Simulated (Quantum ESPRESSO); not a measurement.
# Collinear magnetic orders of NiCl2 with Quantum ESPRESSO

A self-consistent run ends on one state, which hangs on the start. Several orders of NiCl2 are started in Quantum ESPRESSO and their energies compared.

Program: Quantum ESPRESSO 7.5. Level of theory: PBEsol with U = 6 eV on Ni d (ortho-atomic projectors); plane waves with GBRV 1.5 PBEsol potentials, no spin-orbit coupling. Results are calculated unless marked as measured.

The database entry behind the starting cell differs from later determinations by our own check (an axis about 1.8 % long against later determinations), so it need not match the best structure at ambient conditions.

## (1) Set-up

Symmetry: R-3m, No. 166, trigonal system. The conventional cell has a = 3.543 Å, b = 3.543 Å, c = 17.335 Å, α = 90.00°, β = 90.00°, γ = 120.00°. Nearest to Ni lie 6 Cl at 2.50 Å. Cl has 3 Ni at 2.50 Å nearest. Farther neighbours and most contacts between anions are not listed.

Structure file:

```cif
data_structure
_symmetry_space_group_name_H-M 'R-3m:H'
_symmetry_Int_Tables_number 166
_cell_length_a 3.5430
_cell_length_b 3.5430
_cell_length_c 17.3350
_cell_angle_alpha 90.000
_cell_angle_beta 90.000
_cell_angle_gamma 120.000
_cell_volume 188.45
loop_
_atom_site_label
_atom_site_type_symbol
_atom_site_symmetry_multiplicity
_atom_site_Wyckoff_symbol
_atom_site_fract_x
_atom_site_fract_y
_atom_site_fract_z
_atom_site_occupancy
Ni1 Ni 3 a 0.00000 0.00000 0.00000 1
Cl1 Cl 6 c 0.33333 0.66667 0.91667 1
```

The cell comes from the Crystallography Open Database.

## (2) Run 1 (ferro +)

The signs are those of the starting moments on the seeded atoms, the atoms that are given a moment.

Input file pw.in:

```
&CONTROL
  calculation = 'scf'
  prefix = 'pwscf'
  outdir = './tmp'
  pseudo_dir = './pseudo'
  disk_io = 'nowf'
/
&SYSTEM
  ibrav = 0
  nat = 3
  ntyp = 2
  ecutwfc = 40
  ecutrho = 280
  nbnd = 25
  occupations = 'smearing'
  smearing = 'fd'
  degauss = 0.00367493
  nspin = 2
  starting_magnetization(1) = 0.1111
  starting_magnetization(2) = 0
/
&ELECTRONS
  conv_thr = 6d-09
  electron_maxstep = 150
  mixing_beta = 0.3
/
ATOMIC_SPECIES
Ni     58.6934 ni_pbesol_v1.4.uspp.F.UPF
Cl     35.4500 cl_pbesol_v1.4.uspp.F.UPF
CELL_PARAMETERS angstrom
   1.7715000000    1.0227760019    5.7783333333
  -1.7715000000    1.0227760019    5.7783333333
   0.0000000000   -2.0455520037    5.7783333333
ATOMIC_POSITIONS crystal
Ni      0.0000000000    0.0000000000    0.0000000000
Cl      0.2500000000    0.2500000000    0.2500000000
Cl      0.7500000000    0.7500000000    0.7500000000
K_POINTS automatic
6 6 6 0 0 0
HUBBARD {ortho-atomic}
U Ni-3d 6.0000
```

Command:

```sh
OMP_NUM_THREADS=1 mpirun -n 4 pw.x -nk 4 -in pw.in > pw.out
```

What it wrote:

```text
Program PWSCF v.7.5 starts

     Message from routine setup:
     using ibrav=0 with symmetry is DISCOURAGED, use correct ibrav instead

     K-points division:     npool     =       4
     Subspace diagonalization in iterative solution of the eigenvalue problem:

     G-vector sticks info
     --------------------
     sticks:   dense  smooth     PW     G-vecs:    dense   smooth      PW
     Sum        1643     949    311                33593    14563    2743

     Using Slab Decomposition

     bravais-lattice index     =            0
     lattice parameter (alat)  =      11.5835  a.u.
     unit-cell volume          =     423.9085 (a.u.)^3
     number of atoms/cell      =            3
     number of atomic types    =            2
     number of electrons       =        32.00
     number of Kohn-Sham states=           25
     kinetic-energy cutoff     =      40.0000  Ry
     charge density cutoff     =     280.0000  Ry
     scf convergence threshold =      6.0E-09
     mixing beta               =       0.3000
     number of iterations used =            8  plain     mixing
     Exchange-correlation= SLA  PW   PSX  PSC
                           (   1   4  10   8   0   0   0)
     Hubbard projectors: ortho-atomic
     Hubbard parameters of DFT+U (Dudarev formulation) in eV:
     U(Ni-3d) =  6.0000

     Internal variables: lda_plus_u =T, lda_plus_u_kind = 0

     Internal variables: orbital_resolved =F, hub_pot_fix =F, apply_U = F

     celldm(1)=  11.583485  celldm(2)=   0.000000  celldm(3)=   0.000000
     celldm(4)=   0.000000  celldm(5)=   0.000000  celldm(6)=   0.000000

     crystal axes: (cart. coord. in units of alat)
               a(1) = (   0.289002   0.166855   0.942676 )
               a(2) = (  -0.289002   0.166855   0.942676 )
               a(3) = (   0.000000  -0.333711   0.942676 )

     reciprocal axes: (cart. coord. in units 2 pi/alat)
               b(1) = (  1.730092  0.998869  0.353603 )
               b(2) = ( -1.730092  0.998869  0.353603 )
               b(3) = (  0.000000 -1.997738  0.353603 )

     PseudoPot. # 1 for Ni read from file:
     ni_pbesol_v1.4.uspp.F.UPF
     Pseudo is Ultrasoft + core correction, Zval = 18.0
     Generated by new atomic code, or converted to UPF format
     Using radial grid of  865 points,  6 beta functions with:
                l(1) =   0
                l(2) =   0
                l(3) =   1
                l(4) =   1
                l(5) =   2
                l(6) =   2
     Q(r) pseudized with 10 coefficients,  rinner =    0.980   0.980   0.980
                                                       0.980   0.980

     PseudoPot. # 2 for Cl read from file:
     cl_pbesol_v1.4.uspp.F.UPF
     Pseudo is Ultrasoft + core correction, Zval =  7.0
     Generated by new atomic code, or converted to UPF format
     Using radial grid of  909 points,  6 beta functions with:
                l(1) =   0
                l(2) =   0
                l(3) =   1
                l(4) =   1
                l(5) =   2
                l(6) =   2
     Q(r) pseudized with  8 coefficients,  rinner =    1.300   1.300   1.300
                                                       1.300   1.300

     atomic species   valence    mass     pseudopotential
     Ni               18.00    58.69340     Ni( 1.00)
     Cl                7.00    35.45000     Cl( 1.00)

     Starting magnetic structure
     atomic species   magnetization
     Ni              0.111
     Cl              0.000

     12 Sym. Ops., with inversion, found

   Cartesian axes

     site n.     atom                  positions (alat units)
         1        Ni     tau(   1) = (   0.0000000   0.0000000   0.0000000  )
         2        Cl     tau(   2) = (   0.0000000   0.0000000   0.7070066  )
         3        Cl     tau(   3) = (   0.0000000   0.0000000   2.1210199  )

     number of k points=    32  Fermi-Dirac smearing, width (Ry)=  0.0037
                       cart. coord. in units 2pi/alat
        k(    1) = (   0.0000000   0.0000000   0.0000000), wk =   0.0046296
        k(    2) = (   0.0000000  -0.3329564   0.0589339), wk =   0.0277778
        k(    3) = (   0.0000000  -0.6659127   0.1178678), wk =   0.0277778
        k(    4) = (   0.0000000   0.9988691  -0.1768017), wk =   0.0138889
        k(    5) = (  -0.2883487  -0.1664782   0.1178678), wk =   0.0277778
        [... 27 further k-points ...]

     Dense  grid:    33593 G-vectors     FFT dimensions: (  64,  64,  64)

     Smooth grid:    14563 G-vectors     FFT dimensions: (  48,  48,  48)

     Check: negative core charge=   -0.000006
     Generating pointlists ...
     new r_m :   0.1685 (alat units)  1.9521 (a.u.) for type    1
     new r_m :   0.1685 (alat units)  1.9521 (a.u.) for type    2

     Initial potential from superposition of free atoms

     starting charge      30.0000, renormalised to      32.0000

     negative rho (up, down):  1.634E-02 1.634E-02

     STARTING HUBBARD OCCUPATIONS:

     =================== HUBBARD OCCUPATIONS ===================
     ------------------------ ATOM    1 ------------------------
     Tr[ns(  1)] (up, down, total) =   5.00000  3.00000  8.00000
     Atomic magnetic moment for atom   1 =   2.00000
     [... lines left out ...]
     Number of occupied Hubbard levels =    8.0000

     Atomic wfc used for Hubbard projectors are orthogonalized

     Starting wfcs are   21 randomized atomic wfcs +    4 random wfcs

     Self-consistent Calculation

     iteration #  1     ecut=    40.00 Ry     beta= 0.30
     Davidson diagonalization with overlap
     ethr =  1.00E-02,  avg # of iterations =  5.9

     =================== HUBBARD OCCUPATIONS ===================
     ------------------------ ATOM    1 ------------------------
     Tr[ns(  1)] (up, down, total) =   3.68369  0.49517  4.17886
     Atomic magnetic moment for atom   1 =   3.18852
     [... lines left out ...]
     Number of occupied Hubbard levels =    4.1789

     negative rho (up, down):  1.583E-02 1.577E-02

     total energy              =    -401.81840171 Ry
     estimated scf accuracy    <      22.58537996 Ry

     total magnetization       =     3.44 Bohr mag/cell
     absolute magnetization    =     3.55 Bohr mag/cell

     iteration #  2     ecut=    40.00 Ry     beta= 0.30
     Davidson diagonalization with overlap
     ethr =  1.00E-02,  avg # of iterations =  3.2

     negative rho (up, down):  1.518E-02 1.512E-02

     total energy              =    -408.16194015 Ry
     estimated scf accuracy    <      15.63532864 Ry

     total magnetization       =     0.19 Bohr mag/cell
     absolute magnetization    =     0.20 Bohr mag/cell

     iteration #  3     ecut=    40.00 Ry     beta= 0.30
     Davidson diagonalization with overlap
     ethr =  1.00E-02,  avg # of iterations =  2.0

     negative rho (up, down):  1.501E-02 1.469E-02

     total energy              =    -409.18638328 Ry
     estimated scf accuracy    <       1.09422443 Ry

     total magnetization       =     2.00 Bohr mag/cell
     absolute magnetization    =     2.01 Bohr mag/cell

     [... further iterations left out ...]

     iteration # 13     ecut=    40.00 Ry     beta= 0.30
     Davidson diagonalization with overlap
     ethr =  1.50E-08,  avg # of iterations =  3.2

     negative rho (up, down):  1.484E-02 1.435E-02

     total energy              =    -409.50848492 Ry
     estimated scf accuracy    <       0.00000115 Ry

     total magnetization       =     2.00 Bohr mag/cell
     absolute magnetization    =     2.05 Bohr mag/cell

     iteration # 14     ecut=    40.00 Ry     beta= 0.30
     Davidson diagonalization with overlap
     ethr =  3.59E-09,  avg # of iterations =  1.8

     negative rho (up, down):  1.484E-02 1.435E-02

     total energy              =    -409.50848643 Ry
     estimated scf accuracy    <       0.00000009 Ry

     total magnetization       =     2.00 Bohr mag/cell
     absolute magnetization    =     2.05 Bohr mag/cell

     iteration # 15     ecut=    40.00 Ry     beta= 0.30
     Davidson diagonalization with overlap
     ethr =  2.93E-10,  avg # of iterations =  3.5

     negative rho (up, down):  1.484E-02 1.435E-02

     total energy              =    -409.50848710 Ry
     estimated scf accuracy    <       0.00000006 Ry

     total magnetization       =     2.00 Bohr mag/cell
     absolute magnetization    =     2.05 Bohr mag/cell

     iteration # 16     ecut=    40.00 Ry     beta= 0.30
     Davidson diagonalization with overlap
     ethr =  1.76E-10,  avg # of iterations =  2.0

     negative rho (up, down):  1.484E-02 1.435E-02

     Magnetic moment per site  (integrated on atomic sphere of radius R)
     atom   1 (R=0.169)  charge= 16.2686  magn=  1.7091
     atom   2 (R=0.169)  charge=  5.4626  magn=  0.1207
     atom   3 (R=0.169)  charge=  5.4626  magn=  0.1207

     End of self-consistent calculation

     =================== HUBBARD OCCUPATIONS ===================
     ------------------------ ATOM    1 ------------------------
     Tr[ns(  1)] (up, down, total) =   4.98271  3.27545  8.25816
     Atomic magnetic moment for atom   1 =   1.70726
     [... lines left out ...]
     Number of occupied Hubbard levels =    8.2582

     [... lines left out ...]
     the Fermi energy is     5.3185 ev

!    total energy              =    -409.50848774 Ry
     estimated scf accuracy    <          2.1E-09 Ry
     smearing contrib. (-TS)   =      -0.00000000 Ry
     internal energy E=F+TS    =    -409.50848774 Ry

     The total energy is F=E-TS. E is the sum of the following terms:
     one-electron contribution =    -361.15756306 Ry
     hartree contribution      =     190.26036798 Ry
     xc contribution           =     -53.72389488 Ry
     ewald contribution        =    -184.95283900 Ry
     Hubbard energy            =       0.06544123 Ry

     total magnetization       =     2.00 Bohr mag/cell
     absolute magnetization    =     2.05 Bohr mag/cell

     convergence has been achieved in  16 iterations

=------------------------------------------------------------------------------=
   JOB DONE.
=------------------------------------------------------------------------------=
```

The job ended after 49 s (4 MPI ranks of Arm Neoverse V1, shared host; peak memory 0.5 GiB; 3.3 min of CPU time).

Spin moment in the atom's sphere by atom:

```
atom  spin moment in the atom's sphere (μB)
 Ni1                                   1.71
 Cl2                                   0.12
 Cl3                                   0.12
```

This step gave:

- smearing term TS: 6.19e-13 eV
- magnetization: 2 μB
- absolute magnetization: 2.046 μB
- final state: ferromagnetic

(Continued in part 2 of 3.)

[Logs and program files are shortened in this print: banners, set-up blocks, solver, clock and traceback lines can be left out without a mark of their own.]

[Logs are printed without paths, hosts, clocks, repeated set-up lines and the standing remarks that a program may print on its own settings, such as how far it seeks lower states.]

[Hosts, paths, dates, database ids (printed as entryN), source tags and the programs' standing remarks are cut or masked in the printed files.]

[Where a cell is said to come from a database of computed structures, the database is the Materials Project.]
